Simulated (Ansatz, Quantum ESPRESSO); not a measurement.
# AlOs (Pm-3m): zone-centre phonons

Which modes does AlOs (Pm-3m) have at the zone centre?

Program: Quantum ESPRESSO 7.5. Level of theory: DFT PBEsol, scalar-relativistic, plane waves, GBRV ultrasoft pseudopotentials. Results are calculated unless marked as measured.

### 1. The starting structure

The structure is cubic, space group Pm-3m (No. 221). The conventional cell has a = 2.998 Å, b = 2.998 Å, c = 2.998 Å, α = 90.00°, β = 90.00°, γ = 90.00°. Nearest to Al lie 8 Os at 2.60 Å. Nearest to Os lie 8 Al at 2.60 Å. Farther neighbours are not listed.

### 2. A first look

A cheap run with smearing and empty bands tells whether the crystal has a gap, which decides between fixed occupations and smearing later on.

Input file probe.in:

```
&control
   calculation = 'scf'
   prefix = 'x'
   outdir = './tmp'
   pseudo_dir = './pseudo'
   tprnfor = .true.
   tstress = .true.
   verbosity = 'high'
/
&system
   ibrav = 0
   nat = 2
   ntyp = 2
   ecutwfc = 40.0
   ecutrho = 240.0
   occupations = 'smearing'
   smearing = 'gaussian'
   degauss = 0.01
/
&electrons
   conv_thr = 1.0d-07
   mixing_beta = 0.7
   electron_maxstep = 100
/
ATOMIC_SPECIES
 Al     26.9815  Al.upf
 Os    190.2300  Os.upf
CELL_PARAMETERS angstrom
     2.997911980    0.000000000    0.000000000
     0.000000000    2.997911980    0.000000000
     0.000000000    0.000000000    2.997911980
ATOMIC_POSITIONS crystal
 Al     0.000000000   0.000000000   0.000000000
 Os     0.500000000   0.500000000   0.500000000
K_POINTS automatic
 6 6 6 0 0 0
```

Started as:

```sh
> OMP_NUM_THREADS=1 mpirun -n 4 pw.x -nk 4 -in probe.in > probe.out
```

Output:

```text
[banners, grids, parts of the stress and lines that vanish by symmetry left out]
Program PWSCF v.7.5
     Message from routine setup:
     using ibrav=0 with symmetry is DISCOURAGED, use correct ibrav instead
[...]
kinetic-energy cutoff     =      40.0000  Ry
     charge density cutoff     =     240.0000  Ry
     scf convergence threshold =      1.0E-07
[...]
Exchange-correlation= SLA  PW   PSX  PSC
                           (   1   4  10   8   0   0   0)
[...]
48 Sym. Ops., with inversion, found
[...]
(     0          1          0      )
                  (     0          0          1      )
[...]
(  0.0000000  1.0000000  0.0000000 )
                  (  0.0000000  0.0000000  1.0000000 )
[...]
(     0         -1          0      )
                  (     0          0          1      )
[...]
(  0.0000000 -1.0000000  0.0000000 )
[...]
(     0          0          1      )
                  (     1          0          0      )
[...]
( -1.0000000  0.0000000  0.0000000 )
                  (  0.0000000  1.0000000  0.0000000 )
[...]
number of k points=    20  Gaussian smearing, width (Ry)=  0.0100
[...]
End of self-consistent calculation
[...]
the Fermi energy is    17.6747 ev
!    total energy              =    -205.28895310 Ry
[...]
convergence has been achieved in   6 iterations
[...]
atom    1 type  1   force =     0.00000000    0.00000000    0.00000000
     atom    2 type  2   force =     0.00000000    0.00000000    0.00000000
[...]
Total force =     0.000000     Total SCF correction =     0.000000
[...]
total   stress  (Ry/bohr**3)                   (kbar)     P=      -15.47
[...]
XML data file, charge density, pseudopotentials, collected wavefunctions

   JOB DONE.
```

Wall time 2.1 s (4 MPI ranks of AMD EPYC 9R45, shared host).

Read from the output:

```
volume per atom   : 13.47 Å³
pressure          : -1.547 GPa
gap on the k-mesh : 0 eV
```

No gap opens on this mesh, so smearing is kept; the start stands at -1.5 GPa.

### 3. Relaxing the cell and atoms

The harmonic expansion starts where the forces on the atoms vanish, and stress shifts the frequencies, so cell and atoms are relaxed with tight thresholds.

Input file relax.in:

```
&control
   calculation = 'vc-relax'
   prefix = 'x'
   outdir = './tmp'
   pseudo_dir = './pseudo'
   tprnfor = .true.
   tstress = .true.
   forc_conv_thr = 2.0d-05
   etot_conv_thr = 1.0d-07
   nstep = 40
/
&system
   ibrav = 0
   nat = 2
   ntyp = 2
   ecutwfc = 40.0
   ecutrho = 240.0
   occupations = 'smearing'
   smearing = 'mv'
   degauss = 0.02
/
&electrons
   conv_thr = 1.0d-11
   mixing_beta = 0.7
   electron_maxstep = 100
/
&ions
/
&cell
   press_conv_thr = 0.1
/
ATOMIC_SPECIES
 Al     26.9815  Al.upf
 Os    190.2300  Os.upf
CELL_PARAMETERS angstrom
     2.997911980    0.000000000    0.000000000
     0.000000000    2.997911980    0.000000000
     0.000000000    0.000000000    2.997911980
ATOMIC_POSITIONS crystal
 Al     0.000000000   0.000000000   0.000000000
 Os     0.500000000   0.500000000   0.500000000
K_POINTS automatic
 10 10 10 0 0 0
```

Started as:

```sh
> OMP_NUM_THREADS=1 mpirun -n 4 pw.x -nk 4 -in relax.in > relax.out
```

Output:

```text
[banners, grids, parts of the stress and lines that vanish by symmetry left out]
[banner, memory and clock lines left out]
Program PWSCF v.7.5

[...]
kinetic-energy cutoff     =      40.0000  Ry
     charge density cutoff     =     240.0000  Ry
     scf convergence threshold =      1.0E-11
[...]
energy convergence thresh.=      1.0E-07
     force convergence thresh. =      2.0E-05
     press convergence thresh. =      1.0E-01
     Exchange-correlation= SLA  PW   PSX  PSC
                           (   1   4  10   8   0   0   0)
[...]
48 Sym. Ops., with inversion, found
[...]
number of k points=    56  Marzari-Vanderbilt smearing, width (Ry)=  0.0200
[...]
End of self-consistent calculation
[...]
the Fermi energy is    17.6846 ev
!    total energy              =    -205.28564602 Ry
[...]
convergence has been achieved in   8 iterations
[...]
atom    1 type  1   force =     0.00000000    0.00000000    0.00000000
     atom    2 type  2   force =     0.00000000    0.00000000    0.00000000
     Total force =     0.000000     Total SCF correction =     0.000000
[...]
total   stress  (Ry/bohr**3)                   (kbar)     P=      -13.59
[...]
number of bfgs steps    =   0
[...]
CELL_PARAMETERS (angstrom)
[...]
ATOMIC_POSITIONS (crystal)
Al               0.0000000000        0.0000000000        0.0000000000
Os               0.5000000000        0.5000000000        0.5000000000
[...]
New effective cutoffs (rho, wfc):  240.97   40.17
[...]
End of self-consistent calculation
[...]
the Fermi energy is    17.8321 ev
!    total energy              =    -205.28568851 Ry
[...]
convergence has been achieved in   6 iterations
[...]
atom    1 type  1   force =     0.00000000    0.00000000    0.00000000
     atom    2 type  2   force =     0.00000000    0.00000000    0.00000000
     Total force =     0.000000     Total SCF correction =     0.000000
[...]
total   stress  (Ry/bohr**3)                   (kbar)     P=        3.74
[...]
number of bfgs steps    =   1
[...]
CELL_PARAMETERS (angstrom)
[...]
ATOMIC_POSITIONS (crystal)
Al               0.0000000000        0.0000000000        0.0000000000
Os               0.5000000000        0.5000000000        0.5000000000
[...]
New effective cutoffs (rho, wfc):  240.73   40.13
[...]
End of self-consistent calculation
[...]
the Fermi energy is    17.8002 ev
!    total energy              =    -205.28569191 Ry
[...]
convergence has been achieved in   6 iterations
[...]
atom    1 type  1   force =     0.00000000    0.00000000    0.00000000
     atom    2 type  2   force =     0.00000000    0.00000000    0.00000000
     Total force =     0.000000     Total SCF correction =     0.000000
[...]
total   stress  (Ry/bohr**3)                   (kbar)     P=       -0.03
[...]
number of bfgs steps    =   2
[...]
small trust_radius: resetting bfgs history
[...]
CELL_PARAMETERS (angstrom)
[...]
ATOMIC_POSITIONS (crystal)
Al               0.0000000000        0.0000000000        0.0000000000
Os               0.5000000000        0.5000000000        0.5000000000
[...]
New effective cutoffs (rho, wfc):  240.74   40.13
[...]
End of self-consistent calculation
[...]
the Fermi energy is    17.8006 ev
!    total energy              =    -205.28569191 Ry
[...]
convergence has been achieved in   3 iterations
[...]
atom    1 type  1   force =     0.00000000    0.00000000    0.00000000
     atom    2 type  2   force =     0.00000000    0.00000000    0.00000000
     Total force =     0.000000     Total SCF correction =     0.000000
[...]
total   stress  (Ry/bohr**3)                   (kbar)     P=        0.01
[...]
bfgs converged in   4 scf cycles and   3 bfgs steps
[...]
End of BFGS Geometry Optimization
     Final enthalpy           =    -205.2856919129 Ry
     File ./tmp/x.bfgs deleted, as requested
[...]
CELL_PARAMETERS (angstrom)
[...]
ATOMIC_POSITIONS (crystal)
Al               0.0000000000        0.0000000000        0.0000000000
Os               0.5000000000        0.5000000000        0.5000000000
[...]
Final scf calculation at the relaxed structure.
[...]
kinetic-energy cutoff     =      40.0000  Ry
     charge density cutoff     =     240.0000  Ry
     scf convergence threshold =      1.0E-13
[...]
press convergence thresh. =      1.0E-01
     Exchange-correlation= SLA  PW   PSX  PSC
                           (   1   4  10   8   0   0   0)
[...]
48 Sym. Ops., with inversion, found
[...]
number of k points=    56  Marzari-Vanderbilt smearing, width (Ry)=  0.0200
[...]
End of self-consistent calculation
[...]
the Fermi energy is    17.8006 ev
!    total energy              =    -205.28569297 Ry
[...]
convergence has been achieved in  11 iterations
[...]
atom    1 type  1   force =     0.00000000    0.00000000    0.00000000
     atom    2 type  2   force =     0.00000000    0.00000000    0.00000000
     Total force =     0.000000     Total SCF correction =     0.000000
[...]
total   stress  (Ry/bohr**3)                   (kbar)     P=       -0.00
[...]
XML data file, charge density, pseudopotentials, collected wavefunctions
```

Run time: 7.9 s. Hardware: 4 MPI ranks; 31 s of CPU time.

The steps of the relaxation:

| step | energy less that of the first step (eV) | largest force (eV/Å) | pressure (GPa) | volume (Å³) |
| --- | --- | --- | --- | --- |
| 1 | 0.0000 | 0.0000 | -1.36 | 26.94 |
| 2 | -0.0006 | 0.0000 | 0.37 | 26.76 |
| 3 | -0.0006 | 0.0000 | 0.00 | 26.80 |
| 4 | -0.0006 | 0.0000 | 0.00 | 26.80 |
| 5 | -0.0006 | 0.0000 | 0.00 | 26.80 |

```
conventional cell, symmetrised  before  after  change
                         a (Å)   2.998  2.992  -0.2 %
                         b (Å)   2.998  2.992  -0.2 %
                         c (Å)   2.998  2.992  -0.2 %
              volume (Å³/atom)   13.47  13.40  -0.5 %
```

The relaxed structure:

```
Al Os
1.0
     2.99246    0.00000    0.00000
     0.00000    2.99246    0.00000
     0.00000    0.00000    2.99246
Al Os
1 1
Direct
  0.00000 0.00000 0.00000
  0.50000 0.50000 0.50000
```

The last row of the table of steps is pw.x's closing run on a basis chosen anew for the final cell, so its energy can jump.

Numbers from this step:

- volume per atom: 13.40 Å³
- pressure: 0 GPa

The volume changes by -0.5 % from the cell with which this run began.

### 4. Ground state

The response is built on this ground state, so it is converged far tighter than an energy would need. Smearing stays on, as the first look found no gap above 0.3 eV.

Input file scf.in:

```
&control
   calculation = 'scf'
   prefix = 'x'
   outdir = './tmp'
   pseudo_dir = './pseudo'
   tprnfor = .true.
   tstress = .true.
/
&system
   ibrav = 0
   nat = 2
   ntyp = 2
   ecutwfc = 40.0
   ecutrho = 240.0
   occupations = 'smearing'
   smearing = 'mv'
   degauss = 0.02
/
&electrons
   conv_thr = 1.0d-12
   mixing_beta = 0.7
   electron_maxstep = 100
/
ATOMIC_SPECIES
 Al     26.9815  Al.upf
 Os    190.2300  Os.upf
CELL_PARAMETERS angstrom
     2.992461975    0.000000000    0.000000000
     0.000000000    2.992461975    0.000000000
     0.000000000    0.000000000    2.992461975
ATOMIC_POSITIONS crystal
 Al     0.000000000   0.000000000   0.000000000
 Os     0.500000000   0.500000000   0.500000000
K_POINTS automatic
 12 12 12 0 0 0
```

Started as:

```sh
> OMP_NUM_THREADS=1 mpirun -n 4 pw.x -nk 4 -in scf.in > scf.out
```

Output:

```text
[banners, grids, parts of the stress and lines that vanish by symmetry left out]
[banner, memory and clock lines left out]
Program PWSCF v.7.5

[...]
kinetic-energy cutoff     =      40.0000  Ry
     charge density cutoff     =     240.0000  Ry
     scf convergence threshold =      1.0E-12
[...]
Exchange-correlation= SLA  PW   PSX  PSC
                           (   1   4  10   8   0   0   0)
[...]
48 Sym. Ops., with inversion, found
[...]
number of k points=    84  Marzari-Vanderbilt smearing, width (Ry)=  0.0200
[...]
End of self-consistent calculation
[...]
the Fermi energy is    17.7852 ev
!    total energy              =    -205.28675069 Ry
[...]
convergence has been achieved in   9 iterations
[...]
atom    1 type  1   force =     0.00000000    0.00000000    0.00000000
     atom    2 type  2   force =     0.00000000    0.00000000    0.00000000
     Total force =     0.000000     Total SCF correction =     0.000000
[...]
total   stress  (Ry/bohr**3)                   (kbar)     P=       -1.19
[...]
XML data file, charge density, pseudopotentials, collected wavefunctions
```

Elapsed: 3.3 s, on 4 MPI ranks.

Read from the output:

```yaml
pressure: -0.119 GPa
```

The cell stands at -0.12 GPa, close enough for phonons.

### 5. Linear response at Γ

At q = 0 one unit cell holds all displacements; symmetry groups them into irreducible representations that are solved one by one. With smeared occupations no response to a homogeneous field can be asked.

Input file ph.in:

```
phonons
&inputph
   prefix = 'x'
   outdir = './tmp'
   fildyn = 'g.dyn'
   tr2_ph = 1.0d-18
   alpha_mix(1) = 0.4
   nmix_ph = 8
/
0.000000000 0.000000000 0.000000000
```

Started as:

```sh
> OMP_NUM_THREADS=1 mpirun -n 4 ph.x -nk 4 -in ph.in > ph.out
```

Output:

```text
[banners, grids, parts of the stress and lines that vanish by symmetry left out]
[banner, memory and clock lines left out]
Program PHONON v.7.5

     ./tmp/x.save/

     IMPORTANT: XC functional enforced from input :
     Exchange-correlation= PBESOL
                           (   1   4  10   8   0   0   0)
     Any further DFT definition will be discarded
     Please, verify this is what you really want

     G-vector sticks info

     negative rho (up, down):  1.280E-01 0.000E+00
     Reading collected, re-writing distributed wavefunctions in ./tmp/

     Number and degeneracy of irreps per q-point
       N         xq(1)         xq(2)         xq(3)   N irreps
       1   0.000000000   0.000000000   0.000000000       2
        3   3

     Calculation of q =    0.0000000   0.0000000   0.0000000

     phonons

     bravais-lattice index     =            0
     lattice parameter (alat)  =       5.6549  a.u.
     unit-cell volume          =     180.8350 (a.u.)^3
     number of atoms/cell      =            2
     number of atomic types    =            2
     kinetic-energy cut-off    =      40.0000  Ry
     charge density cut-off    =     240.0000  Ry
     convergence threshold     =      1.0E-18
     beta                      =       0.4000
     number of iterations used =            8
     Exchange-correlation= PBESOL
                           (   1   4  10   8   0   0   0)

     celldm(1)=    5.65493  celldm(2)=    0.00000  celldm(3)=    0.00000
     celldm(4)=    0.00000  celldm(5)=    0.00000  celldm(6)=    0.00000

     crystal axes: (cart. coord. in units of alat)
               a(1) = (  1.0000  0.0000  0.0000 )
               a(2) = (  0.0000  1.0000  0.0000 )
               a(3) = (  0.0000  0.0000  1.0000 )

     reciprocal axes: (cart. coord. in units 2 pi/alat)
               b(1) = (  1.0000  0.0000  0.0000 )
               b(2) = (  0.0000  1.0000  0.0000 )
               b(3) = (  0.0000  0.0000  1.0000 )

     Atoms inside the unit cell:

     Cartesian axes

     site n.  atom      mass           positions (alat units)
        1  Al     26.9815   tau(    1) = (    0.00000    0.00000    0.00000  )
        2  Os    190.2300   tau(    2) = (    0.50000    0.50000    0.50000  )

     Computing dynamical matrix for
                    q = (   0.0000000   0.0000000   0.0000000 )

     49 Sym.Ops. (with q -> -q+G )

     G cutoff =  194.4046  (  11363 G-vectors)     FFT grid: ( 27, 27, 27)
     G cutoff =  129.6031  (   6187 G-vectors)  smooth grid: ( 24, 24, 24)

     number of k points=    84  Marzari-Vanderbilt smearing, width (Ry)=  0.0200
                       cart. coord. in units 2pi/alat
        k(    1) = (   0.0000000   0.0000000   0.0000000), wk =   0.0011574
        k(    2) = (   0.0000000   0.0000000   0.0833333), wk =   0.0069444
        k(    3) = (   0.0000000   0.0000000   0.1666667), wk =   0.0069444
        [... further k-points left out ...]

     PseudoPot. # 1 for Al read from file:
     ./pseudo/Al.upf
     Pseudo is Ultrasoft + core correction, Zval =  3.0
     Using radial grid of  893 points,  3 beta functions with:
                l(1) =   0
                l(2) =   1
                l(3) =   2
     Q(r) pseudized with  8 coefficients,  rinner =    0.900   0.900   0.900
                                                       0.900   0.900

     PseudoPot. # 2 for Os read from file:
     ./pseudo/Os.upf
     Pseudo is Ultrasoft + core correction, Zval = 16.0
     Using radial grid of  983 points,  8 beta functions with:
                l(1) =   0
                l(2) =   0
                l(3) =   1
                l(4) =   1
                l(5) =   2
                l(6) =   2
                l(7) =   3
                l(8) =   3
     Q(r) pseudized with  8 coefficients,  rinner =    1.150   1.150   1.150
                                                       1.150   1.150   1.150
                                                       1.150

     Mode symmetry, O_h (m-3m)  point group:

     Atomic displacements:
     There are    2 irreducible representations

     Representation     1      3 modes -  To be done

     Representation     2      3 modes -  To be done

     Alpha used in Ewald sum =   2.4000

     negative rho (up, down):  1.280E-01 0.000E+00

     Representation #   1 modes #   1   2   3

     Self-consistent Calculation
      thresh= 1.000E-02 alpha_mix =  0.400 |ddv_scf|^2 =  1.572E-05
      thresh= 3.965E-04 alpha_mix =  0.400 |ddv_scf|^2 =  5.530E-07
      thresh= 7.437E-05 alpha_mix =  0.400 |ddv_scf|^2 =  2.081E-08
      thresh= 1.442E-05 alpha_mix =  0.400 |ddv_scf|^2 =  2.351E-10
      thresh= 1.533E-06 alpha_mix =  0.400 |ddv_scf|^2 =  1.240E-11
      thresh= 3.521E-07 alpha_mix =  0.400 |ddv_scf|^2 =  5.503E-13
      thresh= 7.418E-08 alpha_mix =  0.400 |ddv_scf|^2 =  1.801E-15
      thresh= 4.244E-09 alpha_mix =  0.400 |ddv_scf|^2 =  3.618E-16
      thresh= 1.902E-09 alpha_mix =  0.400 |ddv_scf|^2 =  1.040E-18
      thresh= 1.020E-10 alpha_mix =  0.400 |ddv_scf|^2 =  9.404E-21

     End of self-consistent calculation

     Convergence has been achieved

     Representation #   2 modes #   4   5   6

     Self-consistent Calculation
      thresh= 1.000E-02 alpha_mix =  0.400 |ddv_scf|^2 =  7.694E-08
      thresh= 2.774E-05 alpha_mix =  0.400 |ddv_scf|^2 =  1.885E-08
      thresh= 1.373E-05 alpha_mix =  0.400 |ddv_scf|^2 =  2.466E-09
      thresh= 4.966E-06 alpha_mix =  0.400 |ddv_scf|^2 =  3.975E-12
      thresh= 1.994E-07 alpha_mix =  0.400 |ddv_scf|^2 =  2.551E-13
      thresh= 5.051E-08 alpha_mix =  0.400 |ddv_scf|^2 =  8.789E-15
      thresh= 9.375E-09 alpha_mix =  0.400 |ddv_scf|^2 =  2.053E-16
      thresh= 1.433E-09 alpha_mix =  0.400 |ddv_scf|^2 =  2.646E-18
      thresh= 1.627E-10 alpha_mix =  0.400 |ddv_scf|^2 =  7.015E-20

     End of self-consistent calculation

     Convergence has been achieved

     Number of q in the star =    1
     List of q in the star:
          1   0.000000000   0.000000000   0.000000000

     Diagonalizing the dynamical matrix

     q = (    0.000000000   0.000000000   0.000000000 )

 **************************************************************************
     freq (    1) =       0.100509 [THz] =       3.352612 [cm-1]
     freq (    2) =       0.100509 [THz] =       3.352612 [cm-1]
     freq (    3) =       0.100509 [THz] =       3.352612 [cm-1]
     freq (    4) =       9.829996 [THz] =     327.893387 [cm-1]
     freq (    5) =       9.829996 [THz] =     327.893387 [cm-1]
     freq (    6) =       9.829996 [THz] =     327.893387 [cm-1]
 **************************************************************************

     Mode symmetry, O_h (m-3m)  point group:

     freq (   1-   3) =          3.4  [cm-1]   --> T_1u G_15  G_4- I
     freq (   4-   6) =        327.9  [cm-1]   --> T_1u G_15  G_4- I
```

The job ended after 30 s (4 MPI ranks).

This step gave:

| Item | Value |
| --- | --- |
| largest acoustic frequency at the zone centre before the sum rule | 3.35 cm⁻¹ |
| highest optical zone-centre mode (no LO-TO term) | 327.9 cm⁻¹ |
| lowest optical zone-centre mode | 327.9 cm⁻¹ |

The acoustic modes at Γ come out as far as 3.4 cm⁻¹ from zero, where they should vanish, a small numerical error.

[end of part 1 of 2]

[Host names and launcher messages were left out of these logs when they were recorded.]

[Logs are printed without paths, hosts, clocks, repeated set-up lines and the standing remarks that a program may print on its own settings, such as how far it seeks lower states.]

[Hosts, paths, dates, database ids (printed as entryN), source tags and the programs' standing remarks are cut or masked in the printed files.]
